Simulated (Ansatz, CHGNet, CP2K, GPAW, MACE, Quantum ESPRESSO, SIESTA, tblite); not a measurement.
## Nb(100)/C(110) interface (80 atoms) in Quantum ESPRESSO

How near does Quantum ESPRESSO come to plane waves for Nb(100)/C(110) interface (80 atoms)?

Calculated with Quantum ESPRESSO 7.5; the method is named at each step.

**1. Starting point**

The cell holds 80 atoms: 20 Nb and 60 C. Its edges and angles: a = 7.134 Å, b = 7.567 Å, c = 24.460 Å, α = 90.0°, β = 90.0°, γ = 90.0°. Bcc Nb(100), 4 repeat layers, 5 surface cells, strained -3.32 and +2.54 %; diamond-structure C(110), 5 layers, 6 cells, -0.00 and -0.00 %; outer planes 2.45 Å apart, 12 Å of vacuum above; not relaxed, displaced by a Gaussian of 0.02 Å. Then every atom was moved at random, 0.02 Å r.m.s. a Cartesian component. Regions: Nb, 20 atoms (20 Nb); C, 60 atoms (60 C). Vacuum lies along c.

The yardstick, on the same geometry:

```
method                 : Kohn-Sham DFT, PBE, PAW, plane waves (Ansatz 0.2.0); cutoff 420 eV, Γ point, fermi-dirac smearing of 0.05 eV; PAW set soft_2
r.m.s. force component : 1.836 eV/Å
longest force          : 6.631 eV/Å
SCF cycles             : 17
time                   : 22 s on 4 threads of Arm Neoverse V1, shared host
CPU time               : 85 s
```

**2. PBE, sssp-1.3.0-efficiency, 45/360 Ry**

Method: Kohn-Sham DFT, PBE, SSSP efficiency 1.3.0 pseudopotentials, plane waves.

Input file pw.in:

```
&control
  calculation = 'scf'
  pseudo_dir = './pseudo'
  outdir = './tmp'
  disk_io = 'none'
  tprnfor = .true.
/
&system
  ibrav = 0
  nat = 80
  ntyp = 2
  ecutwfc = 45
  ecutrho = 360
  nosym = .true.
  occupations = 'smearing'
  smearing = 'fd'
  degauss = 0.003675
/
&electrons
  conv_thr = 4.0e-07
  electron_maxstep = 100
  mixing_beta = 0.2
  mixing_mode = 'local-TF'
  diagonalization = 'david'
/
ATOMIC_SPECIES
Nb 92.906 Nb.upf
C 12.011 C.upf
CELL_PARAMETERS angstrom
7.13400 0.00000 0.00000
0.00000 7.56670 0.00000
0.00000 0.00000 24.45984
ATOMIC_POSITIONS crystal
Nb 0.59519 0.79450 0.24563
Nb 0.90035 0.69875 0.31384
Nb 0.59631 0.79944 0.37907
Nb 0.49538 0.49888 0.44656
Nb 0.19824 0.59914 0.24606
Nb 0.50701 0.50118 0.31056
Nb 0.20004 0.59623 0.38106
Nb 0.10307 0.29962 0.44931
Nb 0.80662 0.40440 0.24479
Nb 0.10001 0.29925 0.31171
Nb 0.80088 0.39729 0.37973
Nb 0.69693 0.09898 0.44718
Nb 0.40188 0.19511 0.24533
Nb 0.69467 0.09948 0.31360
Nb 0.40605 0.20532 0.37964
Nb 0.29529 0.90378 0.44829
Nb 0.00711 0.99791 0.24469
Nb 0.29837 0.90268 0.31331
Nb 0.99883 0.00259 0.38178
Nb 0.89636 0.69611 0.44864
C 0.87832 0.23933 0.55001
C 0.51191 0.07804 0.54830
C 0.62781 0.07452 0.59993
C 0.75547 0.23773 0.60135
C 0.87891 0.24347 0.65252
C 0.50765 0.07698 0.65192
C 0.63010 0.07218 0.70177
C 0.75476 0.23757 0.70178
C 0.88752 0.24220 0.75589
C 0.50288 0.06996 0.75255
C 0.87885 0.57263 0.54941
C 0.50691 0.41505 0.54833
C 0.62780 0.40388 0.60010
C 0.76270 0.57846 0.59890
C 0.87731 0.57831 0.65104
C 0.51251 0.41486 0.65371
C 0.63128 0.40959 0.70419
C 0.74934 0.57902 0.70160
C 0.87667 0.57524 0.75376
C 0.50336 0.40837 0.75606
C 0.36794 0.24173 0.54958
C 0.00651 0.07254 0.54706
C 0.12479 0.07921 0.59931
C 0.25901 0.23746 0.60037
C 0.38134 0.23493 0.65239
C 0.00577 0.07045 0.65168
C 0.13354 0.07888 0.70470
C 0.25411 0.24003 0.70364
C 0.37842 0.24232 0.75443
C 0.00220 0.07654 0.75201
C 0.87691 0.91037 0.54697
C 0.51269 0.74230 0.54810
C 0.63550 0.73891 0.60047
C 0.75998 0.90450 0.59940
C 0.87365 0.90456 0.64999
C 0.50935 0.74131 0.65162
[... 20 atom lines left out ...]
C 0.13176 0.73857 0.70091
C 0.25873 0.91013 0.70408
C 0.37529 0.91300 0.75234
C 0.00572 0.74088 0.75417
K_POINTS gamma
```

On the command line:

```console
> OMP_NUM_THREADS=1 mpirun -np 4 pw.x -in pw.in > output.txt
```

Log:

```text
Program PWSCF
     gamma-point specific algorithms are used
     one sub-group per band group will be used
     scalapack distributed-memory algorithm (size of sub-group:  2*  2 procs)
     Parallelization info
     sticks:   dense  smooth     PW     G-vecs:    dense   smooth      PW
     Min        1382     689    171               256990    90850   11348
     Max        1385     692    172               256991    90858   11352
     Sum        5531    2761    687              1027961   363417   45401
     bravais-lattice index     =            0
     lattice parameter (alat)  =      13.4813  a.u.
     unit-cell volume          =    8910.2489 (a.u.)^3
     number of atoms/cell      =           80
     number of atomic types    =            2
     number of electrons       =       500.00
     number of Kohn-Sham states=          300
     kinetic-energy cutoff     =      45.0000  Ry
     charge density cutoff     =     360.0000  Ry
     scf convergence threshold =      4.0E-07
     mixing beta               =       0.2000
     number of iterations used =            8  local-TF  mixing
     Exchange-correlation= SLA  PW   PBX  PBC
                           (   1   4   3   4   0   0   0)
     crystal axes: (cart. coord. in units of alat)
               a(1) = (   1.000000   0.000000   0.000000 )
               a(2) = (   0.000000   1.060653   0.000000 )
               a(3) = (   0.000000   0.000000   3.428629 )
     reciprocal axes: (cart. coord. in units 2 pi/alat)
               b(1) = (  1.000000  0.000000  0.000000 )
               b(2) = (  0.000000  0.942815  0.000000 )
               b(3) = (  0.000000  0.000000  0.291662 )
     PseudoPot. # 1 for Nb:
     Pseudo is Projector augmented-wave + core cor, Zval = 13.0
     PseudoPot. # 2 for C :
     Pseudo is Projector augmented-wave + core cor, Zval =  4.0
     atomic species   valence    mass     pseudopotential
     Nb               13.00    92.90600     Nb( 1.00)
     C                 4.00    12.01100     C ( 1.00)
     No symmetry found
   Cartesian axes
     number of k points=     1  Fermi-Dirac smearing, width (Ry)=  0.0037
                       cart. coord. in units 2pi/alat
        k(    1) = (   0.0000000   0.0000000   0.0000000), wk =   2.0000000
     Dense  grid:   513981 G-vectors     FFT dimensions: (  81,  90, 288)
     Smooth grid:   181709 G-vectors     FFT dimensions: (  60,  64, 200)
     Check: negative core charge=   -0.000008
     Initial potential from superposition of free atoms
     starting charge     499.9551, renormalised to     500.0000
     negative rho (up, down):  2.445E-03 0.000E+00
     Starting wfcs are  440 randomized atomic wfcs
     Self-consistent Calculation
     iteration #  1     ecut=    45.00 Ry     beta= 0.20
     negative rho (up, down):  5.640E-04 0.000E+00
     total energy              =   -7789.36359911 Ry
     estimated scf accuracy    <      76.88592643 Ry
     iteration #  2     ecut=    45.00 Ry     beta= 0.20
     negative rho (up, down):  1.702E-05 0.000E+00
     total energy              =   -7785.13603599 Ry
     estimated scf accuracy    <      47.74189089 Ry
     iteration #  3     ecut=    45.00 Ry     beta= 0.20
     negative rho (up, down):  7.195E-06 0.000E+00
     total energy              =   -7787.14994848 Ry
     estimated scf accuracy    <      38.20328066 Ry
     iteration #  4     ecut=    45.00 Ry     beta= 0.20
     negative rho (up, down):  5.479E-05 0.000E+00
     total energy              =   -7787.80004025 Ry
     estimated scf accuracy    <       9.84921325 Ry
     iteration #  5     ecut=    45.00 Ry     beta= 0.20
     negative rho (up, down):  8.697E-06 0.000E+00
     total energy              =   -7786.58896652 Ry
     estimated scf accuracy    <      14.67491656 Ry
     iteration #  6     ecut=    45.00 Ry     beta= 0.20
[...]
total energy              =   -7787.18594224 Ry
     estimated scf accuracy    <       6.34670656 Ry
[...]
total energy              =   -7787.01449304 Ry
[...]
iteration # 29     ecut=    45.00 Ry     beta= 0.20
[...]
total energy              =   -7787.01449355 Ry
     estimated scf accuracy    <       0.00000077 Ry
     iteration # 30     ecut=    45.00 Ry     beta= 0.20
     negative rho (up, down):  2.652E-03 0.000E+00
     total energy              =   -7787.01449372 Ry
     estimated scf accuracy    <       0.00000062 Ry
     iteration # 31     ecut=    45.00 Ry     beta= 0.20
     negative rho (up, down):  2.643E-03 0.000E+00
     End of self-consistent calculation
          k = 0.0000 0.0000 0.0000 ( 22701 PWs)   bands (ev):
   -48.8792 -48.8524 -48.8389 -48.8169 -48.8094 -48.7396 -48.6644 -48.6353
   -48.6103 -48.5822 -48.2130 -48.1658 -48.1549 -48.1457 -48.1390 -48.0147
   -47.9969 -47.9908 -47.9752 -47.9400 -25.1788 -25.1651 -25.1510 -25.1374
   -25.1195 -25.1111 -25.0866 -25.0718 -25.0571 -24.9554 -24.9471 -24.9343
   -24.9195 -24.9106 -24.9092 -24.8852 -24.8772 -24.8702 -24.8629 -24.8506
   -24.8431 -24.8326 -24.8007 -24.7971 -24.6941 -24.6825 -24.6574 -24.6536
[...]
7.3762   7.6198   7.6938   7.8123   7.8467   7.9441   8.0148   8.0428
     8.0529   8.0803   8.2240   8.2394   8.3117   8.3576   8.5011   8.6896
     8.8191   8.8448   8.8555   8.8979   8.9898   9.0002   9.0642   9.1303
     9.1609   9.3636   9.4836   9.5803
     the Fermi energy is     6.2661 ev
!    total energy              =   -7787.01449364 Ry
     total all-electron energy =   -157366.999887 Ry
     estimated scf accuracy    <       0.00000021 Ry
     smearing contrib. (-TS)   =      -0.03880033 Ry
     internal energy E=F+TS    =   -7786.97569331 Ry
     The total energy is F=E-TS. E is the sum of the following terms:
     one-electron contribution =  -21523.88215799 Ry
     hartree contribution      =   10936.64277348 Ry
     xc contribution           =    -853.40182906 Ry
     ewald contribution        =    8193.29196821 Ry
     one-center paw contrib.   =   -4539.62644797 Ry
     convergence has been achieved in  31 iterations
     negative rho (up, down):  2.643E-03 0.000E+00
     Forces acting on atoms (cartesian axes, Ry/au):
     atom    1 type  1   force =     0.00749123   -0.00132403   -0.02055719
     atom    2 type  1   force =     0.00170983    0.01575307   -0.01473573
     atom    3 type  1   force =    -0.00024544    0.00909980    0.00959059
     atom    4 type  1   force =    -0.00351774    0.00687698    0.15215252
     atom    5 type  1   force =    -0.00379242    0.00406240   -0.02673257
     atom    6 type  1   force =    -0.01925762   -0.00545900   -0.00578803
[...]
atom   78 type  2   force =    -0.10950300   -0.03169609   -0.01017477
     atom   79 type  2   force =     0.24855273   -0.04824212    0.04956534
     atom   80 type  2   force =    -0.18241021    0.01557922   -0.03247909
     Total force =     1.107624     Total SCF correction =     0.001811
     Message from routine punch:
     Nothing written, as per user request (disk_io='none')
```

Wall time 5.5 min (4 MPI ranks of Arm Neoverse V1, shared host); peak memory 2.7 GiB.

Banners, paths, timers and routine set-up lines are dropped from the logs unmarked, and long logs keep their key lines alone; longer cuts are marked.

Numbers from this run, and their distance from the reference:

```yaml
r_m_s_force_component: 1.838 eV/Å
r_m_s_difference_of_force_components: 6.353 meV/Å
longest_difference_of_force_vectors: 18.16 meV/Å
force_difference_over_r_m_s_force: 0.3461 %
slope_of_forces_against_the_reference_s: 1.001
correlation_of_force_components: 1
```

Length of the force difference by element (eV/Å):

| element | atoms | mean | most |
| --- | --- | --- | --- |
| C | 60 | 0.011 | 0.018 |
| Nb | 20 | 0.0083 | 0.015 |

Local excerpt of 9 atoms (numbers count through the whole input) about Nb11, picked at random; x, y, z are measured from there.

```
atom      x      y      z  distance (Å)  bonds     Fx     Fy  Fz (eV/Å)
Nb11   0.00   0.00   0.00          0.00      0   0.17   0.15      -0.16
Nb10   2.13  -0.74  -1.66          2.81      0   0.14  -0.11      -0.11
 Nb6  -2.10   0.79  -1.69          2.81      0  -0.50  -0.14      -0.15
 Nb4  -2.18   0.77   1.63          2.83      0  -0.09   0.18       3.91
 Nb8   2.16  -0.74   1.70          2.84      0  -0.08  -0.29       3.66
Nb14  -0.76  -2.25  -1.62          2.88      0   0.55  -0.08      -0.50
 Nb2   0.71   2.28  -1.61          2.88      0   0.04   0.41      -0.38
Nb12  -0.74  -2.26   1.65          2.89      0   0.70  -0.79       3.80
Nb20   0.68   2.26   1.69          2.90      0  -0.32   1.08       4.04
```

Forces lie 0.35 % from the reference's, at 15 times its CPU time.

**3. What came out**

| Quantity | Value |
| --- | --- |
| force difference from the reference | QE PBE, sssp-1.3.0-efficiency, 45/360 Ry, 0.35 % |
| its CPU time | 22 min |

In words: PBE on plane waves or a grid with other potentials, cutoffs or grids differs from the reference by 0.35 % (QE PBE, sssp-1.3.0-efficiency, 45/360 Ry) of the r.m.s. force; this holds the reference's own error, so differences of a few per cent don't tell which side is nearer the exact PBE result (QE's 45 Ry are 612 eV, against the reference's 420 eV). The host structure and its lattice constant were typed by rule, without a check against the phase diagram. The electronic-structure runs sample only Γ, in a cell whose shortest periodic width is 7 Å, which is coarse for a cell with partly filled levels.

[Also dropped from logs without a mark: logging warnings of Python, and SIESTA's first energy breakdown and zero terms.]

[Logs are printed without paths, hosts, clocks, repeated set-up lines and the standing remarks that a program may print on its own settings, such as how far it seeks lower states.]

[Hosts, paths, dates, database ids (printed as entryN), source tags and the programs' standing remarks are cut or masked in the printed files.]
